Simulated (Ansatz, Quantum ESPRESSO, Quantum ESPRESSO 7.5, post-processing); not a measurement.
# Ballistic transmission: vacuum gap of 7.0 Å between two Au(111) faces

Wanted: the transmission near the Fermi level and the conductance of this junction: vacuum gap of 7.0 Å between two Au(111) faces.

Program: Quantum ESPRESSO 7.5. Level of theory: plane-wave DFT, PBE, JTH PAW pseudopotentials (cross-check by Ansatz 0.2.0 with PAW datasets). Results are calculated unless marked as measured.

This is a report of a sequence of runs, with most program output left out.

## (1) The starting structure

The cell holds 12 atoms: 12 Au. Cell: a = 2.949 Å, b = 2.949 Å, c = 33.483 Å, α = 90.0°, β = 90.0°, γ = 60.0°. It derives from Au. Regions: left lead, 6 atoms (6 Au); right lead, 6 atoms (6 Au). The structure is stacked along c, and the current runs across the ab planes.

## (2) SCF with pw.x

One periodic cell holds a stretch of lead, the junction and more lead; the atoms stay as built.

scf.in reads:

```
&control
  prefix = 'scf'
  outdir = './out'
  pseudo_dir = './pseudo'
  calculation = 'scf'
  tprnfor = .true.
/
&system
  ibrav = 0
  nat = 12
  ntyp = 1
  ecutwfc = 45
  ecutrho = 360
  occupations = 'smearing'
  smearing = 'mv'
  degauss = 0.01
/
&electrons
  conv_thr = 1e-07
  mixing_beta = 0.25
  electron_maxstep = 120
  mixing_mode = 'local-TF'
/
ATOMIC_SPECIES
  Au  196.9666  Au.GGA_PBE-JTH.UPF
CELL_PARAMETERS angstrom
  2.94863527754790 0.00000000000000 0.00000000000000
  1.47431763877395 2.55359305685146 0.00000000000000
  0.00000000000000 0.00000000000000 33.48305684772814
ATOMIC_POSITIONS crystal
  Au  0.000000000000 0.000000000000 0.000000000000
  Au  0.333333333000 0.333333333000 0.071903549114
  Au  0.666666667000 0.666666667000 0.143807098227
  Au  0.000000000000 0.000000000000 0.215710647341
  Au  0.333333333000 0.333333333000 0.287614196454
  Au  0.666666667000 0.666666667000 0.359517745568
  Au  0.000000000000 0.000000000000 0.568578705319
  Au  0.333333333000 0.333333333000 0.640482254432
  Au  0.666666667000 0.666666667000 0.712385803546
  Au  0.000000000000 0.000000000000 0.784289352659
  Au  0.333333333000 0.333333333000 0.856192901773
  Au  0.666666667000 0.666666667000 0.928096450886
K_POINTS automatic
  9 9 1 0 0 0
```

Launch:

```bash
> OMP_NUM_THREADS=1 mpirun -n 4 pw.x -nk 4 -in scf.in > scf.out
```

Elapsed: 3 min, on 4 MPI ranks of Arm Neoverse V2, shared host; peak memory 1.3 GiB; 12 min of CPU time.

This step gave:

| Property | Result |
| --- | --- |
| free energy | -126555.4203 eV |
| Fermi energy | 11.96 eV |

The program's own clock; routines nest. Time by routine:

| routine | wall time (s) | calls |
| --- | --- | --- |
| PWSCF | 179.5 | 1 |
| electrons | 172.5 | 1 |
| c_bands | 141.3 | 20 |
| cegterg | 127 | 60 |
| h_psi | 71.99 | 368 |
| fftw | 47.08 | 41934 |
| vloc_psi | 46.3 | 368 |
| calbec | 16.43 | 440 |
| sum_band | 13.28 | 20 |
| s_psi | 12.65 | 368 |
| add_vuspsi | 12.64 | 368 |
| h_psi:calbec | 12.63 | 368 |
| PAW_pot | 7.89 | 20 |
| init_run | 5.51 | 1 |

The run needed 19 iterations to bring the estimated error under 1e-07 Ry; the largest force on any atom, held or free, is 0.07 eV/Å.

## (3) Transmission with pwcond.x

prefixt takes both regions from one run: the lead from 0 to bdl, the scattering region from bdl to bds (units of alat). ikind = 1 puts the same lead on both sides. The program's T_tot counts both spins in a run without spin; the tables below give T per spin.

cond.in reads:

```
&inputcond
  outdir = './out'
  prefixt = 'scf'
  tran_file = 'cond.dat'
  bdl = 2.4494897436
  bds = 11.3554419921
  ikind = 1
  ewind = 4.0
  epsproj = 1e-05
  nz1 = 7
  energy0 = 0.4
  denergy = -0.4
/
10
  0.00000000 0.00000000 0.01562500
  0.00000000 0.12500000 0.09375000
  0.00000000 0.25000000 0.09375000
  0.00000000 0.37500000 0.09375000
  0.00000000 0.50000000 0.04687500
  0.12500000 0.25000000 0.09375000
  0.12500000 0.37500000 0.18750000
  0.12500000 0.50000000 0.18750000
  0.25000000 0.50000000 0.09375000
  0.25000000 0.62500000 0.09375000
3
```

Launch:

```bash
> OMP_NUM_THREADS=1 mpirun -n 4 pwcond.x -in cond.in > cond.out
```

Elapsed: 39 s, on 4 MPI ranks; peak memory 0.27 GiB; 2.6 min of CPU time.

Numbers from this step:

```
lead channels at the Fermi level, one spin : 0.8438
transmission at the Fermi level, one spin  : 3.75e-4
conductance                                : 3.75e-4 G₀
```

Per spin; mean over the k mesh across the current. Open channels, zone mean against energy, zero at the Fermi level:

| energy (eV) | open channels, zone mean |
| --- | --- |
| -0.400 | 0.562 |
| 0.000 | 0.844 |
| 0.400 | 0.844 |

Per spin; mean over the k mesh across the current. Transmission, zone mean against energy, zero at the Fermi level:

| energy (eV) | transmission, zone mean |
| --- | --- |
| -0.400 | 2.5e-4 |
| 0.000 | 3.8e-4 |
| 0.400 | 6.2e-4 |

At 0.000 eV; k in fractions of b1, b2. Transmission by k point:

| k1 | k2 | weight | t | channels |
| --- | --- | --- | --- | --- |
| 0 | 0 | 0.01562 | 0 | 0 |
| 0 | 0.125 | 0.09375 | 0.002332 | 1 |
| 0 | 0.25 | 0.09375 | 4.79e-4 | 1 |
| 0 | 0.375 | 0.09375 | 1.00e-4 | 1 |
| 0 | 0.5 | 0.04688 | 0 | 0 |
| 0.125 | 0.25 | 0.09375 | 7.22e-4 | 1 |
| 0.125 | 0.375 | 0.1875 | 1.84e-4 | 1 |
| 0.125 | 0.5 | 0.1875 | 9.00e-7 | 1 |
| 0.25 | 0.5 | 0.09375 | 8.50e-7 | 1 |
| 0.25 | 0.625 | 0.09375 | 0 | 0 |

The program's own clock; routines nest. Time by routine:

| routine | wall time (s) | calls |
| --- | --- | --- |
| PWCOND | 38.43 | 1 |
| scatter_forw | 32.54 | 60 |
| local | 2.46 | 10 |
| compbs | 1.94 | 30 |
| compbs_2 | 1.59 | 30 |
| init | 1.01 | 1 |
| poten | 0.06 | 1 |

At no point does T exceed the number of channels.

## (4) The open system, with nz1 = 3

A sensitivity test on the input.

cond.w.in, as its differences from the input of step 3:

```diff
@@ -3,3 +3,3 @@
   prefixt = 'scf'
-  tran_file = 'cond.dat'
+  tran_file = 'cond.w.dat'
   bdl = 2.4494897436
@@ -9,3 +9,3 @@
   epsproj = 1e-05
-  nz1 = 7
+  nz1 = 3
   energy0 = 0.4
```

Launch:

```bash
> OMP_NUM_THREADS=1 mpirun -n 4 pwcond.x -in cond.w.in > cond.w.out
```

Wall time 30 s (4 MPI ranks); peak memory 0.27 GiB; 2 min of CPU time.

The changed values were drawn from a wide range, not chosen for quality; the comparison shows what they did here together.

Beside the run it was changed from:

| quantity | this run | unchanged run | difference |
| --- | --- | --- | --- |
| transmission at the Fermi level, one spin | 3.76e-4 | 3.75e-4 | 1.5e-7 |
| lead channels at the Fermi level, one spin | 0.6562 | 0.8438 | -0.19 |
| wall time (s) | 30 | 39 |  |

Over all energies T moves by up to 6.0e-7, at -0.4 eV.

The physical values in this table move by up to 22 %.

## (5) Cross-check with Ansatz

A second code with its own PAW datasets, on the same atoms.

Level of this step: plane-wave DFT, PBE, Ansatz PAW (Ansatz 0.2.0).

input.yaml reads:

```yaml
crystal:
  lattice:
    - [2.9486352775, 0.0, 0.0]
    - [1.4743176388, 2.5535930569, 0.0]
    - [0.0, 0.0, 33.4830568477]
  atoms:
    - { symbol: Au, position: [0.0, 0.0, 0.0] }
    - { symbol: Au, position: [0.333333333, 0.333333333, 0.0719035491] }
    - { symbol: Au, position: [0.666666667, 0.666666667, 0.1438070982] }
    - { symbol: Au, position: [0.0, 0.0, 0.2157106473] }
    - { symbol: Au, position: [0.333333333, 0.333333333, 0.2876141965] }
    - { symbol: Au, position: [0.666666667, 0.666666667, 0.3595177456] }
    - { symbol: Au, position: [0.0, 0.0, 0.5685787053] }
    - { symbol: Au, position: [0.333333333, 0.333333333, 0.6404822544] }
    - { symbol: Au, position: [0.666666667, 0.666666667, 0.7123858035] }
    - { symbol: Au, position: [0.0, 0.0, 0.7842893527] }
    - { symbol: Au, position: [0.333333333, 0.333333333, 0.8561929018] }
    - { symbol: Au, position: [0.666666667, 0.666666667, 0.9280964509] }
kpoints:
  mp_grid: { grid: [9, 9, 1] }
hamiltonian:
  xc: pbe
scf:
  occupations: { method: fermi_dirac, width: 0.1 }
  convergence: { dr2_threshold: 1.0e-08 }
output:
  transmission: { leads: [[0, 3]], e_range: [-0.4, 0.4], de: 0.4, kmesh: [8, 8] }
  write_potential: true
  write_density: true
  volumetric_format: npy
```

Launch:

```bash
> ansatz run input.yaml --threads 4 --pin off --max-ram 8192MiB --backend cpu --events-out ev --progress --plain --runs-dir out
```

Run time: 12 s. Hardware: 4 threads; peak memory 1.1 GiB; 43 s of CPU time.

Numbers from this step:

```
free energy                                  : -157791.4003 eV
energy at zero smearing                      : -157791.3574 eV
smearing term TS                             : 0.08573 eV
Fermi energy                                 : 15.64 eV
symmetry operations                          : 12
transmission at the Fermi level, one spin    : 3.80e-4
lead channels at the Fermi level, one spin   : 0.8906
step of the lead's Hamiltonian over a period : 931.8 meV
```

Per spin; mean over the k mesh across the current. The transmission, zone mean by energy, zero at the Fermi level:

| energy (eV) | transmission, zone mean |
| --- | --- |
| -0.400 | 2.5e-4 |
| 0.000 | 3.8e-4 |
| 0.400 | 6.3e-4 |

Per spin; mean over the k mesh across the current. The open channels, zone mean by energy, zero at the Fermi level:

| energy (eV) | open channels, zone mean |
| --- | --- |
| -0.400 | 0.797 |
| 0.000 | 0.891 |
| 0.400 | 0.891 |

Ansatz finds T = 3.8e-4 against pwcond's 3.8e-4.

## (6) All levels side by side

All levels:

| step | T at the Fermi level (per spin) | conductance (G0) | r.m.s. T(E) from the first | CPU time of the step (s) | peak memory (GiB) |
| --- | --- | --- | --- | --- | --- |
| Ansatz | 3.80e-4 | - | 0 | 43.2 | 1.092 |
| pwcond | 3.75e-4 | 3.75e-4 | 5.32e-6 | 155.5 | 0.27 |
| pwcond, changed setting | 3.76e-4 | 3.76e-4 | 5.29e-6 | 119.5 | 0.27 |

Per spin; mean over the k mesh across the current. Table of transmission, zone mean by energy, zero at the Fermi level:

| energy (eV) | Ansatz | pwcond | pwcond, changed setting |
| --- | --- | --- | --- |
| -0.400 | 2.5e-4 | 2.5e-4 | 2.5e-4 |
| 0.000 | 3.8e-4 | 3.8e-4 | 3.8e-4 |
| 0.400 | 6.3e-4 | 6.2e-4 | 6.2e-4 |

## (7) A check by hand

The Landauer sum over the mesh, Σ w T = 0.0938 × 0.00233 + 0.0938 × 0.000722 + 0.0938 × 0.000479 + … = 3.75e-4.

G = 0.000375 × 77.48 µS = 0.0291 µS a cell. Times the area of 7.530 Å², the resistance-area product is A/G = 2588 fΩ m², the leads' contact resistance included.

Free electrons at 1 an atom (3 atoms in 54.4 Å³) have k_F = 1.178 1/Å and offer A k_F²/4π = 0.83 channels per spin; the lead has 0.84 on this mesh.

## (8) Outcome

* conductance from T at the Fermi level, a cell (G₀ = 2e²/h): 3.8e-4 G₀
* conductance per area: 0.386 S/μm²
* lead channels per spin: 0.84
* the same conductance by Ansatz: 3.8e-4 G₀

What this shows: The junction conducts 3.8e-4 G₀ a cell at the Fermi level (PBE, JTH PAW). At the Fermi level the junction passes 0.045 % of what the leads offer, the tunnelling regime. At the Fermi level pwcond and Ansatz differ by 1.2 %, a close match. Ansatz finds a step of 932 meV across the lead's period inside the junction cell: the lead is too short to be bulk-like, which bears on both codes. The codes count unlike numbers of lead channels on 5 % of the mesh. Points with over 2.5 times the mean carry 58 % of T, so the mean leans on few points, and the mesh was not tested. Over -0.4 to 0.4 eV, T lies between 2.5e-4 and 6.2e-4 per spin. The geometry is as built, not relaxed, and the leads are short. Semilocal functionals lack the image potential in a vacuum gap. Spin-orbit coupling is left out; depending on the atoms that carry the levels of interest, it can split and shift them by tenths of an eV to an eV or more.

[Logs are printed without paths, hosts, clocks, repeated set-up lines and the standing remarks that a program may print on its own settings, such as how far it seeks lower states.]

[Hosts, paths, dates, database ids (printed as entryN), source tags and the programs' standing remarks are cut or masked in the printed files.]

[Maps of the electrostatic potential energy from Ansatz leave out the sawtooth potential of an applied field or a dipole correction, so their vacuum need not be flat; planar profiles and work functions include it.]
